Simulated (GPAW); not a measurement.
**Near-edge structure at the F K edge of CuF2 (P2_1/c)**

Aim: the near-edge shape at the F K edge of CuF2 (P2_1/c), and what the core hole does to it.

Program: GPAW 26.7.0. Level of theory: X-ray absorption from dipole matrix elements to empty bands, plane-wave PAW LDA+U. Results are calculated unless marked as measured.

### Step 1. Set-up

It takes space group P2_1/c (No. 14, monoclinic). The conventional cell has a = 3.320 Å, b = 4.540 Å, c = 5.343 Å, α = 90.00°, β = 121.44°, γ = 90.00°. Nearest to Cu lie 6 F at 1.91 to 2.31 Å. Nearest to F lie 3 Cu at 1.91 to 2.31 Å. Farther neighbours and most contacts between anions are not listed.

As a file:

```cif
data_structure
_symmetry_space_group_name_H-M 'P 1'
_symmetry_Int_Tables_number 1
_cell_length_a 3.3200
_cell_length_b 4.5400
_cell_length_c 5.3433
_cell_angle_alpha 90.000
_cell_angle_beta 121.437
_cell_angle_gamma 90.000
_cell_volume 68.72
loop_
_atom_site_label
_atom_site_type_symbol
_atom_site_fract_x
_atom_site_fract_y
_atom_site_fract_z
_atom_site_occupancy
Cu1 Cu 0.00000 0.50000 0.50000 1
Cu2 Cu 0.00000 0.00000 0.00000 1
F3 F 0.25600 0.20000 0.80000 1
F4 F 0.74400 0.70000 0.70000 1
F5 F 0.74400 0.80000 0.20000 1
F6 F 0.25600 0.30000 0.30000 1
```

### Step 2. Ground state of the crystal

A plain self-consistent run shows whether there is a gap and which moments survive; both decide the set-up of the core-hole run.

The input, scf.py:

```python
import numpy as np
from ase import Atoms
from ase.parallel import parprint, paropen
from gpaw import GPAW, PW, FermiDirac, Mixer, MixerDif, setup_paths
from gpaw.test import gen
setup_paths.insert(0, '.')
gen('F', name='nch1s', xcname='LDA', corehole=(1, 0, 0), write_xml=True)
from gpaw.mpi import world
world.barrier()

atoms = Atoms('Cu2F4',
    cell=[[3.32, 0, 0],
     [0, 4.54, 0],
     [-2.7868683, 0, 4.55893305]],
    scaled_positions=[[0, 0.5, 0.5],
     [0, 0, 0],
     [0.256, 0.2, 0.8],
     [0.744, 0.7, 0.7],
     [0.744, 0.8, 0.2],
     [0.256, 0.3, 0.3]],
    magmoms=[1.0, -1.0, 0.0, 0.0, 0.0, 0.0],
    pbc=True)
atoms.calc = calc = GPAW(legacy_gpaw=True, mode=PW(500, force_complex_dtype=True), xc='LDA', setups={'Cu': ':d,5', 2: 'nch1s'},
    kpts={'size': (6, 4, 4), 'gamma': True}, occupations=FermiDirac(0.05),
    charge=0, mixer=MixerDif(0.05, 8, 50), maxiter=150,
    convergence={'density': 0.0001, 'eigenstates': 1e-6}, txt='scf.txt')
energy = atoms.get_potential_energy() + calc.get_reference_energy()
ef = calc.get_fermi_level()
out = dict(energy=energy, fermi=ef, forces=atoms.get_forces().tolist(), magmoms=atoms.get_magnetic_moments().tolist())
parprint(f'all-electron energy {energy:.4f} eV, Fermi level {ef:.4f} eV')
ev = np.array([[calc.get_eigenvalues(k, s) for k in range(len(calc.get_ibz_k_points()))] for s in range(calc.get_number_of_spins())])
out['homo'], out['lumo'], out['counts'] = ev[ev < ef].max(), ev[ev > ef].min(), sorted(set((ev < ef).sum((0, 2)).tolist()))
out['filled'] = (ev[:, 0] < ef).sum(1).tolist()
import json
with paropen('out.json', 'w') as f:
    json.dump(out, f)
```

The run is started by

```
OMP_NUM_THREADS=1 mpirun -n 4 gpaw python scf.py
```

Numbers of over 12 decimals in the logs are rounded to 6 here.

The log of the run:

```text
Input parameters:
  convergence: {density: 0.0001,
                eigenstates: 1e-06}
  kpts: {gamma: True,
         size: (6, 4, 4)}
  maxiter: 150
  mixer: {backend: pulay,
          beta: 0.05,
          method: difference,
          nmaxold: 8,
          weight: 50}
  mode: {ecut: 500.0,
         force_complex_dtype: True,
         name: pw}
  occupations: {fixmagmom: False,
                name: fermi-dirac,
                width: 0.05}
  setups: {2: nch1s,
           Cu: :d,5}

Initialize ...

[... PAW data sets ...]

Reference energy: -100698.029260  # eV

Spin-polarized calculation.
Initial magnetic moment: 0.000000

[... convergence settings ...]
Symmetries present (total): 1
  [... symmetry matrices ...]

96 k-points: 6 x 4 x 4 Monkhorst-Pack grid + [1/12,1/8,1/8]
52 k-points in the irreducible part of the Brillouin zone
       k-points in crystal coordinates                weights
   0:     0.00000000    0.00000000    0.00000000          1/96
   1:     0.00000000    0.00000000    0.25000000          2/96
   2:     0.00000000    0.00000000    0.50000000          1/96
   3:     0.00000000    0.25000000   -0.25000000          2/96
   4:     0.00000000    0.25000000    0.00000000          2/96
   5:     0.00000000    0.25000000    0.25000000          2/96
   6:     0.00000000    0.25000000    0.50000000          2/96
   7:     0.00000000    0.50000000    0.00000000          1/96
   8:     0.00000000    0.50000000    0.25000000          2/96
   9:     0.00000000    0.50000000    0.50000000          1/96
          ...
  51:     0.50000000    0.50000000    0.50000000          1/96

Wave functions: Plane wave expansion
  Cutoff energy: 500.000 eV
  Number of coefficients (min, max): 1722, 1768
  Pulay-stress correction: 0.000000 eV/Ang^3 (de/decut=0.000000)
  Using FFTW library
  Wavefunction extrapolation:
    Improved wavefunction reuse through dual PAW basis

Occupation numbers: Fermi-Dirac:
  width: 0.0500  # eV

Eigensolver
   Davidson(niter=2)

Densities:
  Coarse grid: 18*24*28 grid
  Fine grid: 36*48*56 grid
  Total Charge: 0.000000

Density mixing:
  Method: difference
  Backend: pulay
  Linear mixing parameter: 0.05
  old densities: 8
  Width of damping distribution: 1.1
  Damping of long wavelength oscillations: 50

[... Hamiltonian set-up ...]
Number of atoms: 6
Number of atomic orbitals: 34
Number of bands in calculation: 34
Number of valence electrons: 50
Bands to converge: occupied

... initialized

Initializing position-dependent things.

Density initialized from atomic densities
Creating initial wave functions:
  34 bands from LCAO basis set

              F
        F
         Cu
                  F
            F

           Cu

Atomic positions and initial magnetic moments

Positions:
   0 Cu    -1.393434    2.270000    2.279467    ( 0.0000,  0.0000,  1.0000)
   1 Cu     0.000000    0.000000    0.000000    ( 0.0000,  0.0000, -1.0000)
   2 F     -1.379575    0.908000    3.647146    ( 0.0000,  0.0000,  0.0000)
   3 F      0.519272    3.178000    3.191253    ( 0.0000,  0.0000,  0.0000)
   4 F      1.912706    3.632000    0.911787    ( 0.0000,  0.0000,  0.0000)
   5 F      0.013860    1.362000    1.367680    ( 0.0000,  0.0000,  0.0000)

Unit cell:
           periodic     x           y           z      points  spacing
  1. axis:    yes    3.320000    0.000000    0.000000    18     0.1574
  2. axis:    yes    0.000000    4.540000    0.000000    24     0.1892
  3. axis:    yes   -2.786868    0.000000    4.558933    28     0.1628

  Lengths:   3.320000   4.540000   5.343267
  Angles:   90.000000 121.437376  90.000000

Effective grid spacing dv^(1/3) = 0.1784

iter:   1   -28.432087                   +0.0000
iter:   2   -27.892696   -1.62  -1.30    -0.0000
iter:   3   -27.133690   -0.65  -1.33    -0.0000
iter:   4   -27.456225   -2.04  -1.53    +0.0000
iter:   5   -27.512267   -1.55  -1.60    +0.0000
iter:   6   -27.544391   -2.14  -1.99    +0.0000
iter:   7   -27.519281   -2.50  -2.17    +0.0000
iter:   8   -27.517457   -2.97  -2.66    +0.0000
iter:   9   -27.522738c  -3.72  -2.84    +0.0000
iter:  10   -27.520537c  -3.44  -2.78    +0.0000
iter:  11   -27.521099c  -4.30  -3.46    +0.0000
iter:  12   -27.521242c  -4.56  -3.39    +0.0000
iter:  13   -27.521224c  -4.92  -3.55    +0.0000
iter:  14   -27.521230c  -6.55c -4.31c   +0.0000

Converged after 14 iterations.

Dipole moment: (-0.000000, -0.000000, 0.000000) |e|*Ang

Total magnetic moment: (0.000000, 0.000000, 0.000000)
Local magnetic moments:
   0 Cu ( 0.000000,  0.000000,  0.801883)
   1 Cu ( 0.000000,  0.000000, -0.801883)
   2 F  ( 0.000000,  0.000000,  0.001031)
   3 F  ( 0.000000,  0.000000, -0.001031)
   4 F  ( 0.000000,  0.000000,  0.001031)
   5 F  ( 0.000000,  0.000000, -0.001031)

Energy contributions relative to reference atoms: (reference = -100698.029260)

Kinetic:        +25.725172
Potential:      -27.271861
External:        +0.000000
XC:             -26.842062
Entropy (-ST):   -0.000000
Local:           +0.867522
SIC:             +0.000000
--------------------------
Free energy:    -27.521230
Extrapolated:   -27.521230

Spin contamination: 0.927086 electrons
Showing only first 2 kpts
                      Up                     Down
 Kpt  Band  Eigenvalues  Occupancy  Eigenvalues  Occupancy
  0    23      0.20207    1.00000      0.20207    1.00000
  0    24      0.47237    1.00000      0.47237    1.00000
  0    25      3.88210    0.00000      3.88210    0.00000
  0    26      5.09419    0.00000      5.09419    0.00000

  1    23      0.10894    1.00000      0.10894    1.00000
  1    24      0.38896    1.00000      0.38896    1.00000
  1    25      3.83983    0.00000      3.83983    0.00000
  1    26      5.92515    0.00000      5.92515    0.00000

Fermi level: 1.74427

Gap: 2.875 eV
Transition (v -> c):
  (s=0, k=51, n=24, [0.50, 0.50, 0.50]) -> (s=1, k=9, n=25, [0.00, 0.50, 0.50])
Direct/indirect transitions are different
Direct gap: 3.047 eV
Transition at: (s=1, k=29, n=24, [0.33, -0.25, 0.50])

Forces in eV/Ang:
  0 Cu    0.00000    0.00000   -0.00000
  1 Cu   -0.00000   -0.00000    0.00000
  2 F     0.02460    0.10540   -0.11584
  3 F    -0.02460    0.10540    0.11584
  4 F    -0.02460   -0.10540    0.11584
  5 F     0.02460   -0.10540   -0.11584
Scalar-relativistic atomic LDA calculation for F (Fluorine, Z=9)
Core hole in 1s state (1s occupation: 2.0)
300 radial gridpoints.
|------------------------------------------------|
|------------------------------------------------|
[... the atom generator's iteration count ...]

Energy contributions:
-------------------------
Kinetic:      +98.924702
XC:            -9.628727
Potential:   -188.480882
-------------------------
Total:        -99.184907

state      eigenvalue         ekin         rmax
-----------------------------------------------
1s^2.0 :   -24.213779    36.855229        0.115
2s^2.0 :    -1.089490     4.159703        0.767
2p^5.0 :    -0.415007     3.378968        0.703
-----------------------------------------------
(units: Bohr and Hartree)

Generating PAW setup
Kinetic energy of the core from tauc = 73.784289
Cutoffs:
rc(s)=1.200
rc(p)=1.200
rc(d)=1.200
rc(vbar)=1.080
rc(comp)=1.200
rc(nct)=1.200

Kinetic energy of the core states: 73.710458
Charge: 0.0
Core electrons: 2.0
Valence electrons: 7.0
Pseudo-core charge: 0.000387
Shape function alpha=6.944
Pseudo-electron charge 6.013308
state    eigenvalue         norm
--------------------------------
2s(2) :    -1.089490     1.062936
*s    :    -0.089490
2p(5) :    -0.415007     0.777410
*p    :     0.584993
*d    :     0.000000
--------------------------------

Diagonalizing with gridspacing h=0.050

state   all-electron     PAW
-------------------------------
2s:      -1.089490    -1.091166
2p:      -0.415007    -0.417133
*d:                    0.051257
*f:                    0.077758
-------------------------------
all-electron energy -100725.5505 eV, Fermi level 1.7443 eV
```

Run time: 30 s. Hardware: 4 MPI ranks of Intel Xeon Platinum 8488C (Sapphire Rapids), shared host; peak memory 0.25 GiB.

The mesh shows a gap of 2.87 eV, so the hole is first treated in a charged cell, without the excited electron.

Site moments (μB): 0.80, -0.80, 0.00, 0.00, 0.00, 0.00.

### Step 3. Spectrum without a core hole, F atom 3

This cheap baseline ignores the attraction of the hole: it shows the absorber's empty states as they are in the ground state. The data set with a hole of occupation 0 only carries the core orbital.

The absorber has 1 Cu at 1.91 Å, 1 Cu at 1.93 Å and 1 Cu at 2.31 Å (distorted trigonal planar, site symmetry 1).

The input, xas.py:

```python
import numpy as np
from ase import Atoms
from ase.parallel import parprint, paropen
from gpaw import GPAW, PW, FermiDirac, Mixer, MixerDif, setup_paths
from gpaw.test import gen
setup_paths.insert(0, '.')
gen('F', name='nch1s', xcname='LDA', corehole=(1, 0, 0), write_xml=True)
from gpaw.mpi import world
world.barrier()

atoms = Atoms('Cu2F4',
    cell=[[3.32, 0, 0],
     [0, 4.54, 0],
     [-2.7868683, 0, 4.55893305]],
    scaled_positions=[[0, 0.5, 0.5],
     [0, 0, 0],
     [0.256, 0.2, 0.8],
     [0.744, 0.7, 0.7],
     [0.744, 0.8, 0.2],
     [0.256, 0.3, 0.3]],
    magmoms=[1.0, -1.0, 0.0, 0.0, 0.0, 0.0],
    pbc=True)
atoms.calc = calc = GPAW(legacy_gpaw=True, mode=PW(500, force_complex_dtype=True), xc='LDA', setups={'Cu': ':d,5', 2: 'nch1s'},
    kpts={'size': (6, 4, 4), 'gamma': True}, occupations=FermiDirac(0.02),
    charge=0, mixer=MixerDif(0.05, 8, 50), maxiter=150,
    convergence={'density': 0.0001, 'eigenstates': 1e-6}, txt='scf.txt')
energy = atoms.get_potential_energy() + calc.get_reference_energy()
ef = calc.get_fermi_level()
out = dict(energy=energy, fermi=ef, forces=atoms.get_forces().tolist(), magmoms=atoms.get_magnetic_moments().tolist())
parprint(f'all-electron energy {energy:.4f} eV, Fermi level {ef:.4f} eV')
ev = np.array([[calc.get_eigenvalues(k, s) for k in range(len(calc.get_ibz_k_points()))] for s in range(calc.get_number_of_spins())])
out['homo'], out['lumo'], out['counts'] = ev[ev < ef].max(), ev[ev > ef].min(), sorted(set((ev < ef).sum((0, 2)).tolist()))
out['filled'] = (ev[:, 0] < ef).sum(1).tolist()

from ase.units import Ha
from gpaw.xas import dipole_matrix_elements
nb = int(calc.get_number_of_electrons() / 2) + 44
top, nb = nb, nb + 8 + nb // 12
nscf = calc.fixed_density(kpts={'size': (5, 3, 3), 'gamma': True}, nbands=nb,
    convergence={'bands': top, 'eigenstates': 5e-3}, maxiter=60, txt='nscf.txt')
cell = atoms.cell.array
ops = [cell.T @ U.T @ np.linalg.inv(cell.T) for U in nscf.wfs.kd.symmetry.op_scc]
filled = [25, 25]  # bands filled in the ground state, by spin
E = np.arange(-25, 34, 0.1)
fwhm = np.interp(E, [4, 25], [0.9, 3.5])
Y, X, zero, highest = 0, 0, 1e9, 1e9
for spin in range(nscf.get_number_of_spins()):
    wfs = nscf.wfs
    mine = wfs.bd.get_slice()  # this rank's bands
    A = dipole_matrix_elements(wfs.setups[2])
    eps = np.zeros((wfs.kd.nibzkpts, nb))
    d = np.zeros((3, A.shape[1], wfs.kd.nibzkpts, nb), complex)
    for kpt in wfs.kpt_u:
        if kpt.s == spin and 2 in kpt.P_ani:
            eps[kpt.k, mine] = kpt.eps_n * Ha
            d[:, :, kpt.k, mine] = (kpt.weight * wfs.nspins / 2) ** 0.5 * np.inner(A, kpt.P_ani[2])
    world.sum(eps)
    world.sum(d)
    T = np.einsum('amkn,bmkn->abkn', d, d.conj()).real
    T = sum(np.einsum('ai,ijkn,bj->abkn', R, T, R) for R in ops) / len(ops)
    empty = np.ones_like(eps, bool) & (np.arange(nb) >= filled[spin])
    zero, highest = min(zero, eps[empty].min()), min(highest, eps[:, top - 1].min())
    lines = [(eps, T, empty)] if spin == 0 else lines + [(eps, T, empty)]
for eps, T, empty in lines:
    f = np.einsum('aakn->akn', T).reshape(3, -1)
    x = eps.ravel() - zero
    w = np.interp(x, E, fwhm) / 2.35482
    g = np.exp(-0.5 * ((E[:, None] - x) / w) ** 2) / (w * (2 * np.pi) ** 0.5)
    Y = Y + (f * empty.ravel()) @ g.T
    X = X + (f * ~empty.ravel()) @ g.T
out.update(E=E.round(2).tolist(), xas=Y.tolist(), xes=X.tolist(), zero=zero, valid=highest - zero, nk=len(eps), nb=nb)
for i in range(0, len(E), 10):
    parprint(f'{E[i]:7.2f}', *(f'{v:10.3e}' for v in Y[:, i]))
import json
with paropen('out.json', 'w') as f:
    json.dump(out, f)
```

The run is started by

```
OMP_NUM_THREADS=1 mpirun -n 4 gpaw python xas.py
```

The log of the run:

```text
Input parameters:
  convergence: {density: 0.0001,
                eigenstates: 1e-06}
  kpts: {gamma: True,
         size: (6, 4, 4)}
  maxiter: 150
  mixer: {backend: pulay,
          beta: 0.05,
          method: difference,
          nmaxold: 8,
          weight: 50}
  mode: {ecut: 500.0,
         force_complex_dtype: True,
         name: pw}
  occupations: {fixmagmom: False,
                name: fermi-dirac,
[...]
2s:      -1.089490    -1.091166
2p:      -0.415007    -0.417133
*d:                    0.051257
*f:                    0.077758
-------------------------------
all-electron energy -100725.5505 eV, Fermi level 1.8885 eV
 -25.00 6.372e-253 8.423e-253 1.287e-252
 -24.00 3.823e-243 5.166e-243 7.387e-243
 -23.00 1.470e-233 2.019e-233 2.710e-233
 -22.00 3.625e-224 5.024e-224 6.363e-224
[...]
32.00  8.073e-05  7.475e-05  6.728e-05
  33.00  7.656e-05  7.642e-05  7.187e-05
[key lines of the parts left out:]
Converged after 15 iterations.
Dipole moment: (-0.000000, -0.000000, 0.000000) |e|*Ang
Free energy:    -27.521233
Fermi level: 1.88848
```

Wall time 44 s (4 MPI ranks); peak memory 0.32 GiB.

The F K spectrum, F atom 3, no core hole (energy from the lowest empty level; intensity scaled to a mean of 1 over the first 20 eV; polarised curves are means over the symmetry-equivalent atoms):

```
E (eV)  isotropic  ε ∥ x  ε ∥ y  ε ∥ z
  -2.0       0.00   0.00   0.00   0.00
  -1.4       0.00   0.00   0.00   0.00
  -0.8       0.05   0.05   0.05   0.05
  -0.2       0.77   0.72   0.79   0.79
   0.4       1.23   1.10   1.27   1.32
   1.0       0.20   0.17   0.21   0.23
   1.6       0.00   0.01   0.00   0.00
   2.2       0.03   0.04   0.02   0.03
   2.8       0.20   0.24   0.15   0.21
   3.4       0.23   0.22   0.27   0.21
   4.0       0.50   0.41   0.68   0.42
   4.6       0.49   0.60   0.33   0.54
   5.2       1.01   1.25   0.73   1.06
   5.8       1.38   1.64   1.33   1.18
   6.4       1.23   1.53   1.25   0.91
   7.0       1.52   2.12   1.19   1.26
   7.6       1.91   2.78   1.35   1.59
   8.2       1.82   2.85   1.26   1.35
   8.8       1.33   2.12   0.97   0.91
   9.4       0.99   1.38   0.84   0.75
  10.0       1.19   1.23   1.21   1.12
  10.6       1.74   1.33   1.98   1.90
  11.2       2.09   1.29   2.48   2.49
  11.8       2.01   1.14   2.35   2.54
  12.4       1.77   1.01   2.01   2.28
  13.0       1.58   0.94   1.84   1.98
  13.6       1.41   0.90   1.69   1.65
  14.2       1.21   0.87   1.46   1.30
  14.8       1.02   0.83   1.22   1.01
  15.4       0.86   0.79   0.99   0.81
  16.0       0.73   0.73   0.79   0.68
  16.6       0.64   0.68   0.64   0.60
  17.2       0.59   0.64   0.55   0.57
  17.8       0.55   0.60   0.50   0.56
  18.4       0.52   0.55   0.48   0.54
  19.0       0.51   0.52   0.49   0.52
  19.6       0.53   0.53   0.54   0.53
  20.2       0.60   0.61   0.61   0.57
  20.8       0.68   0.72   0.68   0.64
  21.4       0.75   0.82   0.73   0.72
  22.0       0.81   0.90   0.75   0.79
  22.6       0.85   0.95   0.76   0.85
  23.2       0.88   0.99   0.77   0.89
  23.8       0.90   0.99   0.79   0.91
  24.4       0.90   0.97   0.81   0.91
  25.0       0.89   0.94   0.83   0.90
  25.6       0.87   0.91   0.83   0.87
  26.2       0.85   0.90   0.81   0.83
  26.8       0.83   0.92   0.78   0.79
  27.4       0.83   0.96   0.76   0.76
  28.0       0.84   1.01   0.76   0.75
  28.6       0.86   1.06   0.77   0.74
  29.2       0.88   1.09   0.80   0.74
  29.8       0.89   1.10   0.83   0.74
  30.4       0.89   1.07   0.84   0.75
  31.0       0.87   1.02   0.85   0.75
  31.6       0.86   0.96   0.86   0.76
```

Main maxima below 24 eV (height): 0.2 eV (1.35), 5.8 eV (1.38), 7.8 eV (1.94) and 11.4 eV (2.10). A K edge sees empty p states; the first features are F p mixed into the empty d states of the Cu neighbours, and the broad ones above probably into the cations' higher empty bands.

The same matrix elements for filled bands give the F K emission of F atom 3 (ground-state approximation; energy from the lowest empty level, largest value 1):

```csv
E (eV),emission
-24.00,0.00
-23.25,0.00
-22.50,0.00
-21.75,0.00
-21.00,0.00
-20.25,0.00
-19.50,0.00
-18.75,0.00
-18.00,0.00
-17.25,0.00
-16.50,0.00
-15.75,0.00
-15.00,0.00
-14.25,0.00
-13.50,0.00
-12.75,0.00
-12.00,0.00
-11.25,0.00
-10.50,0.00
-9.75,0.03
-9.00,0.13
-8.25,0.25
-7.50,0.40
-6.75,0.48
-6.00,0.47
-5.25,0.50
-4.50,0.90
-3.75,0.77
-3.00,0.19
-2.25,0.01
-1.50,0.00
-0.75,0.00
0.00,0.00
0.75,0.00
1.50,0.00
2.25,0.00
3.00,0.00
```

Emission maxima: -6.4 eV (0.52) and -4.2 eV (1.00).

[end of part 1 of 3]

[Banner, clock and machine lines of the logs are left out without a mark of their own.]

[Logs are printed without paths, hosts, clocks, repeated set-up lines and the standing remarks that a program may print on its own settings, such as how far it seeks lower states.]

[Hosts, paths, dates, database ids (printed as entryN), source tags and the programs' standing remarks are cut or masked in the printed files.]

[Lists of maxima count a maximum above −3 eV only where it reaches 4 % of the highest in the window and stands out from its surroundings by 2 % of it (1.5 % where it reaches 55 %); shoulders and weaker maxima are passed over, and of the rest the first, up to two pre-edge ones and the few strongest are named.]
